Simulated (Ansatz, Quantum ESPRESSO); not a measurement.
# Lattice dynamics of CaSb (Pm-3m) in two programs, part 3 of 4

Aim: the phonon dispersion of CaSb (Pm-3m), checked by a second program.

Quantum ESPRESSO 7.5; DFT PBE, scalar-relativistic, plane waves, SPMS norm-conserving pseudopotentials.

So far. Step 5 (Phonons on a q mesh): The acoustic modes at Γ come out as far as 4.1 cm⁻¹ from zero, where they should vanish, a small numerical error. The relaxed cell has a = 3.879 Å (conventional setting).

The structure was built from a prototype and need not be the compound's stable phase.

### 7. Dispersion

From the force constants any wavevector is cheap; points of the mesh come back as solved, but for the sum rule and, in polar crystals, the LO-TO term at Γ; the rest is interpolation.

Contents of matdyn.in:

```
 &input
    asr='simple',
    flfrc='x.fc',
    flfrq='x.freq',
    flvec='x.modes',
    q_in_band_form=.true.,
    q_in_cryst_coord=.true.,
 /
8
  0.0000000   0.0000000   0.0000000  12  ! GAMMA
  0.0000000   0.5000000   0.0000000  12  ! X
  0.5000000   0.5000000   0.0000000  12  ! M
  0.0000000   0.0000000   0.0000000  12  ! GAMMA
  0.5000000   0.5000000   0.5000000  12  ! R
  0.0000000   0.5000000   0.0000000   1  ! X
  0.5000000   0.5000000   0.5000000  12  ! R
  0.5000000   0.5000000   0.0000000   1  ! M
```

Command:

```sh
$ matdyn.x -in matdyn.in > matdyn.out
```

Log:

```text
[banner, memory and clock lines left out]
Program MATDYN v.7.5

 mass for atomic type   1 not given; uses mass from file x.fc
 mass for atomic type   2 not given; uses mass from file x.fc
     Message from routine matdyn:
     Z* not found in file x.fc, TO-LO splitting at q=0 will be absent!
     Message from routine matdyn:
     Z* not found in file x.fc, TO-LO splitting at q=0 will be absent!

Note: The following floating-point exceptions are signalling: IEEE_UNDERFLOW_FLAG
```

Elapsed: 0.46 s, on 1 thread of Arm Neoverse V1, shared host.

Read from the output:

* lowest frequency on the path: 0 cm⁻¹
* mean frequency: 104.4 cm⁻¹
* Debye temperature (second moment): 207 K
* logarithmic mean frequency: 96.6 cm⁻¹

Matdyn.x, sum rule simple. The phonon branches at the labelled points (cm⁻¹):

```
    point  branch 1  branch 2  branch 3  branch 4  branch 5  branch 6
        Γ         0         0         0       140       140       140
  halfway        38        38        68       123       123       148
        X        71        71        94        94        96       156
  halfway        72        76        78        99       146       166
        M        75        75        84       104       174       174
  halfway        49        56        85       114       136       153
        Γ         0         0         0       140       140       140
  halfway        66        66        79       136       143       143
        R        88        88        88       139       139       139
  halfway        72        73        86       128       142       162
        X        71        71        94        94        96       156
jump to R        88        88        88       139       139       139
  halfway        79        79        86       123       159       159
        M        75        75        84       104       174       174
```

The phonon branches as a text plot (rows in cm⁻¹):

```
    171 |           *******                                   ***
    163 |          * *    **                        ***
    156 |     ***** *      **                     **   ***  **
    149 |   **               *            **     *         *
    142 |***                * ***********************     *
    134 | **       *         ****   *   *        *** **    *
    127 |                     *      ***            *       *
    120 |   **    *          *                       *       *
    113 |        *          *                         **      *
    105 |     *       ******                            *      **
     98 |      *******                                 ***
     91 |     * *                             ******     ***
     83 |        **  ********          *  ***** **  *****  ******
     76 |    *    *********  *        * ****      *** **     ****
     69 |   *  *****     ***  *         *           ******
     62 |                  **        *
     54 |     *             *  *       *
     47 |  * *               *      * *
     40 |   *                **
     33 |                     * *    *
     25 | **                   *   *
     18 |                       **  *
     11 |**                      * *
      4 |*                        *
         Γ      X      M          Γ            R        X|R     M
```

Lowest modes at the softest wavevector of the mesh; phase exp(i q.(R + tau)). The modes at q = (0.000, 0.000, 0.500) (shares of kinetic energy by element, %):

```
mode  frequency (cm⁻¹)  Ca %  Sb %
   1              70.7     0   100
   2              70.7     0   100
   3              94.5   100     0
   4              94.5   100     0
   5              96.0     0   100
   6             156.1   100     0
```

Displacements in mode 2 (70.7 cm⁻¹), the largest set to 1, in the home cell:
```
Ca1 0.00 0.00 0.00
Sb2 0.00 1.00 0.00
```

Displacements in mode 6 (156.1 cm⁻¹), the largest set to 1, in the home cell:
```
Ca1 0.00 0.00 1.00
Sb2 0.00 0.00 0.00
```

Force constants by pair (phonopy on the run's constants); pairs near half the supercell's span include their periodic images. Pair force constants, by row:

```
atom  neighbour  distance (Å)  third of the trace (eV/Å²)  along the pair's line (eV/Å²)
 Ca1     itself             0                       2.574                              –
 Ca1         Sb         3.359                     -0.2707                        -0.8609
 Ca1         Ca         3.879                     -0.2154                         -0.974
 Ca1         Ca         5.485                     -0.0233                        -0.0233
 Ca1         Ca         6.718                      0.3078                         0.3078
 Sb2     itself             0                       3.261                              –
 Sb2         Ca         3.359                     -0.2707                        -0.8609
 Sb2         Sb         3.879                     -0.3013                        -0.8158
 Sb2         Sb         5.485                     -0.1421                        -0.1998
 Sb2         Sb         6.718                      0.2352                         0.2352
```

Harmonic mean-square displacement, third of the trace. Mean-square displacements:

```
T (K)  Ca1 U_eq (Å²)  Sb2 U_eq (Å²)
    0        0.00369        0.00195
  100         0.0068        0.00495
  300        0.01788        0.01399
  600        0.03526        0.02782
```

Mode patterns, pair constants, displacements and means over the zone were worked out by phonopy from the force constants of q2r.x.

All branches are real along the path.

### 8. Sums over the zone

Sums over the zone need many more wavevectors than were solved, so the interpolation is sampled on a dense mesh.

Contents of matdyn.in:

```
 &input
    asr='simple',
    flfrc='x.fc',
    dos=.true.,
    fldos='x.dos',
    nk1=12,
    nk2=12,
    nk3=12,
    deltaE=0.3,
 /
```

Command:

```sh
$ matdyn.x -in matdyn.in > matdyn.out
```

Log:

```text
[banner, memory and clock lines left out]
Program MATDYN v.7.5

 mass for atomic type   1 not given; uses mass from file x.fc
 mass for atomic type   2 not given; uses mass from file x.fc
     Message from routine matdyn:
     Z* not found in file x.fc, TO-LO splitting at q=0 will be absent!

Note: The following floating-point exceptions are signalling: IEEE_UNDERFLOW_FLAG
```

Wall time 2.9 s (1 thread).

This step gave:

* share of modes beyond 3i cm⁻¹ on the dense interpolated mesh: 0
* zero-point energy per atom: 19.38 meV
* heat capacity at 300 K: 24.37 J/(mol atoms K)
* vibrational entropy at 300 K: 44.45 J/(mol atoms K)

The phonon density of states has structure finer than the step of the table below, so its rows give means over 5 cm⁻¹, whole bins alone (the curve runs from 0 to 174 cm⁻¹). Peaks (cm⁻¹: height): total 74.7: 0.209, 81.0: 0.148, 156.6: 0.0681; Ca 74.7: 0.0344, 105.3: 0.0343, 134.1: 0.0421, 156.6: 0.06; Sb 74.7: 0.175, 81.0: 0.135.

Tetrahedra. Table of phonon density of states by wavenumber; means over each step; values in 1/cm⁻¹/cell:

```
wavenumber (cm⁻¹)    total       Ca       Sb
                5   1.2e-4   2.8e-5   9.0e-5
               10   4.5e-4   1.1e-4   3.4e-4
               15  0.00171   4.2e-4  0.00128
               20  0.00299   7.5e-4  0.00224
               25  0.00475  0.00118  0.00356
               30  0.00691  0.00171  0.00520
               35  0.00929  0.00228  0.00700
               40   0.0123  0.00297  0.00930
               45   0.0158  0.00372   0.0121
               50   0.0201  0.00457   0.0155
               55   0.0259  0.00557   0.0203
               60   0.0339  0.00669   0.0272
               65   0.0504  0.00854   0.0418
               70   0.0763   0.0104   0.0659
               75    0.135   0.0208    0.115
               80    0.119   0.0114    0.108
               85   0.0760  0.00432   0.0717
               90  0.00847   5.4e-4  0.00793
               95  0.00108  0.00103   5.0e-5
              100  0.00897  0.00829   6.8e-4
              105   0.0324   0.0296  0.00281
              110   0.0313   0.0269  0.00443
              115   0.0348   0.0292  0.00563
              120   0.0387   0.0324  0.00629
              125   0.0431   0.0365  0.00652
              130   0.0448   0.0381  0.00672
              135   0.0446   0.0381  0.00654
              140   0.0324   0.0272  0.00521
              145   0.0472   0.0391  0.00801
              150   0.0546   0.0460  0.00852
              155   0.0618   0.0536  0.00812
              160   0.0659   0.0579  0.00804
              165   0.0397   0.0343  0.00548
              170   0.0174   0.0147  0.00272
```

Harmonic thermodynamic functions per atom, summed over the density of states scaled to three modes an atom; melting is ignored. Thermodynamic functions:

```
T (K)  F_vib (meV/atom)  S (J/mol-atom/K)  C_V (J/mol-atom/K)
    0             19.38                 0                   0
   50             18.17             7.376               12.88
  100             11.16             19.19               20.47
  200             -17.5             34.69               23.68
  300            -58.83             44.45               24.37
  400            -108.7              51.5               24.62
  500            -165.1             57.01               24.73
  600            -226.5             61.52                24.8
  700            -292.3             65.35               24.84
  800            -361.8             68.67               24.86
  900            -434.5             71.59               24.88
 1000            -510.1             74.22               24.89
```

At 300 K the heat capacity has reached 98 % of the Dulong-Petit value.

### 9. Zone-centre analysis

A rigid shift of the crystal must cost nothing, but grids and finite bases break this; the acoustic sum rule is imposed before the matrix is diagonalised again.

Contents of dynmat.in:

```
 &input
    fildyn='x.dyn1',
    asr='simple',
    fileig='dynmat.eig',
 /
```

Command:

```sh
$ dynmat.x -in dynmat.in > dynmat.out
```

Log:

```text
[banner, memory and clock lines left out]
Program DYNMAT v.7.5

     Reading Dynamical Matrix from file x.dyn1
     ...Force constants read
     ...epsilon and Z* not read (not found on file)
     A direction for q was not specified:TO-LO splitting will be absent

     Polarizability (A^3 units)
     multiply by 1.000000 for Clausius-Mossotti correction
         0.000000    0.000000    0.000000
         0.000000    0.000000    0.000000
         0.000000    0.000000    0.000000

     IR activities are in (D/A)^2/amu units

# mode   [cm-1]    [THz]      IR
    1      0.00    0.0000    0.0000
    2      0.00    0.0000    0.0000
    3      0.00    0.0000    0.0000
    4    139.67    4.1871    0.0000
    5    139.67    4.1871    0.0000
    6    139.67    4.1871    0.0000
```

It took 0.45 s on 1 thread.

Numbers from this step:

```
highest optical zone-centre mode (no LO-TO term) : 139.7 cm⁻¹
lowest optical zone-centre mode                  : 139.7 cm⁻¹
```

Unit eigenvectors of the mass-weighted matrix after the sum rule; no LO-TO term. The modes at Γ (shares of kinetic energy by element, %):

```
mode  frequency (cm⁻¹)  symmetry  Ca %  Sb %
   1               0.0  acoustic    25    75
   2               0.0  acoustic    25    75
   3               0.0  acoustic    25    75
   4             139.7       T1u    75    25
   5             139.7       T1u    75    25
   6             139.7       T1u    75    25
```

Displacements in mode 4 (139.7 cm⁻¹), the largest set to 1:
```
Ca1  0.00  1.00  0.00
Sb2  0.00 -0.33  0.00
```

The rule moves no optical mode by more than 0.2 cm⁻¹.

### 10. Sum rules set otherwise (asr no)

Without the rule the raw error of the acoustic modes shows.

Contents of dynmat.in:

```
 &input
    fildyn='x.dyn1',
    asr='no',
    fileig='dynmat.eig',
 /
```

Command:

```sh
$ dynmat.x -in dynmat.in > dynmat.out
```

Log:

```text
[banner, memory and clock lines left out]
Program DYNMAT v.7.5

     Reading Dynamical Matrix from file x.dyn1
     ...Force constants read
     ...epsilon and Z* not read (not found on file)
     A direction for q was not specified:TO-LO splitting will be absent

     Polarizability (A^3 units)
     multiply by 1.000000 for Clausius-Mossotti correction
         0.000000    0.000000    0.000000
         0.000000    0.000000    0.000000
         0.000000    0.000000    0.000000

     IR activities are in (D/A)^2/amu units

# mode   [cm-1]    [THz]      IR
    1      4.11    0.1232    0.0000
    2      4.11    0.1232    0.0000
    3      4.11    0.1232    0.0000
    4    139.83    4.1920    0.0000
    5    139.83    4.1920    0.0000
    6    139.83    4.1920    0.0000
```

The job ended after 0.45 s (1 thread).

Read from the output:

| Property | Result |
| --- | --- |
| highest optical zone-centre mode (no LO-TO term) | 139.8 cm⁻¹ |
| lowest optical zone-centre mode | 139.8 cm⁻¹ |

Zone-centre frequencies as printed; negative means imaginary. Modes:

```
mode  frequency (cm⁻¹)
   1              4.11
   2              4.11
   3              4.11
   4             139.8
   5             139.8
   6             139.8
```

Against the first rule no mode moves by more than 4.2 cm⁻¹.

### 11. Sum rules set otherwise: a sum rule for molecules or wires on a crystal

This rule also removes rotations, which suits wires and not a crystal; it is tried to see the harm.

Contents of dynmat.in:

```
 &input
    fildyn='x.dyn1',
    asr='one-dim',
    fileig='dynmat.eig',
 /
```

Command:

```sh
$ dynmat.x -in dynmat.in > dynmat.out
```

Log:

```text
[banner, memory and clock lines left out]
Program DYNMAT v.7.5

     Reading Dynamical Matrix from file x.dyn1
     ...Force constants read
     ...epsilon and Z* not read (not found on file)
asr rotation axis in 1D system=    3
     Acoustic Sum Rule: || Z*(ASR) - Z*(orig)|| =    0.000000E+00
     Acoustic Sum Rule: ||dyn(ASR) - dyn(orig)||=    8.913907E-02
     A direction for q was not specified:TO-LO splitting will be absent

     Polarizability (A^3 units)
     multiply by 1.000000 for Clausius-Mossotti correction
         0.000000    0.000000    0.000000
         0.000000    0.000000    0.000000
         0.000000    0.000000    0.000000

     IR activities are in (D/A)^2/amu units

# mode   [cm-1]    [THz]      IR
    1     -0.00   -0.0000    0.0000
    2     -0.00   -0.0000    0.0000
    3      0.00    0.0000    0.0000
    4      0.00    0.0000    0.0000
    5    139.75    4.1895    0.0000
    6    139.75    4.1895    0.0000
```

Wall time 0.45 s (1 thread).

The run ended normally, but on settings that are not sound.

The fault: a sum rule for molecules or wires on a crystal; 1 optical mode is projected out to zero frequency, as if it were a rotation.

For a crystal the rule has to be 'simple' or 'crystal'.

Zone-centre frequencies as printed; negative means imaginary. Modes:

```
mode  frequency (cm⁻¹)
   1                 0
   2                 0
   3                 0
   4                 0
   5             139.8
   6             139.8
```

### 12. The dispersion under another sum rule (asr no)

The sum rule corrects the force constants themselves, so it can shift branches at any wavevector, low ones most.

Contents of matdyn.in:

```
 &input
    asr='no',
    flfrc='x.fc',
    flfrq='x.freq',
    flvec='x.modes',
    q_in_band_form=.true.,
    q_in_cryst_coord=.true.,
 /
8
  0.0000000   0.0000000   0.0000000   8  ! GAMMA
  0.0000000   0.5000000   0.0000000   8  ! X
  0.5000000   0.5000000   0.0000000   8  ! M
  0.0000000   0.0000000   0.0000000   8  ! GAMMA
  0.5000000   0.5000000   0.5000000   8  ! R
  0.0000000   0.5000000   0.0000000   1  ! X
  0.5000000   0.5000000   0.5000000   8  ! R
  0.5000000   0.5000000   0.0000000   1  ! M
```

Command:

```sh
$ matdyn.x -in matdyn.in > matdyn.out
```

Log:

```text
[banner, memory and clock lines left out]
Program MATDYN v.7.5

 mass for atomic type   1 not given; uses mass from file x.fc
 mass for atomic type   2 not given; uses mass from file x.fc
     Message from routine matdyn:
     Z* not found in file x.fc, TO-LO splitting at q=0 will be absent!
     Message from routine matdyn:
     Z* not found in file x.fc, TO-LO splitting at q=0 will be absent!

Note: The following floating-point exceptions are signalling: IEEE_UNDERFLOW_FLAG
```

It took 0.46 s on 1 thread.

Read from the output:

- lowest frequency on the path: 4.111 cm⁻¹

Matdyn.x, sum rule no. Phonon branches along the path, in cm⁻¹:

```
    point  branch 1  branch 2  branch 3  branch 4  branch 5  branch 6
        Γ         4         4         4       140       140       140
  halfway        39        39        68       124       124       148
        X        71        71        94        94        96       156
  halfway        72        77        78       100       146       166
        M        75        75        84       104       174       174
  halfway        49        56        85       115       136       153
        Γ         4         4         4       140       140       140
  halfway        66        66        79       136       143       143
        R        88        88        88       139       139       139
  halfway        72        73        86       128       142       162
        X        71        71        94        94        96       156
jump to R        88        88        88       139       139       139
  halfway        79        79        86       123       159       159
        M        75        75        84       104       174       174
```

The phonon branches as a text plot (rows in cm⁻¹):

```
    171 |            ******                                    **
    164 |          ***    **                        ****      *
    157 |     *****                               **    **   *
    149 |   **             ****           ***    *          *
    142 |***        *          **********************     **
    135 |**        *        ****** **   **      **** *    **
    128 |  *                   *     ***            *       *
    121 |   *     *           *                      ***     *
    114 |    *              **                                *
    107 |     *  *    ******                          ***      **
    100 |      *   ***                                  *
     93 |      ****                                      *
     86 |     *  *    **** ***             **********   * *******
     79 |    *    ****  ***           *******    *** ***    *****
     71 |   *   ********** *  *           *         ******
     64 |      *          *          *  **
     57 |     *            ***
     50 |  * *              ** *      **
     43 |                     *
     36 | * *                 *    ***
     29 |  *                   ***
     22 |**                    *
     15 |                       ** **
      8 |*                        *
         Γ      X      M          Γ            R        X|R     M
```

At the labelled points the branches move by no more than 4.2 cm⁻¹.

[end of part 3 of 4]

[Host names and launcher messages were left out of these logs when they were recorded.]

[Logs are printed without paths, hosts, clocks, repeated set-up lines and the standing remarks that a program may print on its own settings, such as how far it seeks lower states.]

[Hosts, paths, dates, database ids (printed as entryN), source tags and the programs' standing remarks are cut or masked in the printed files.]
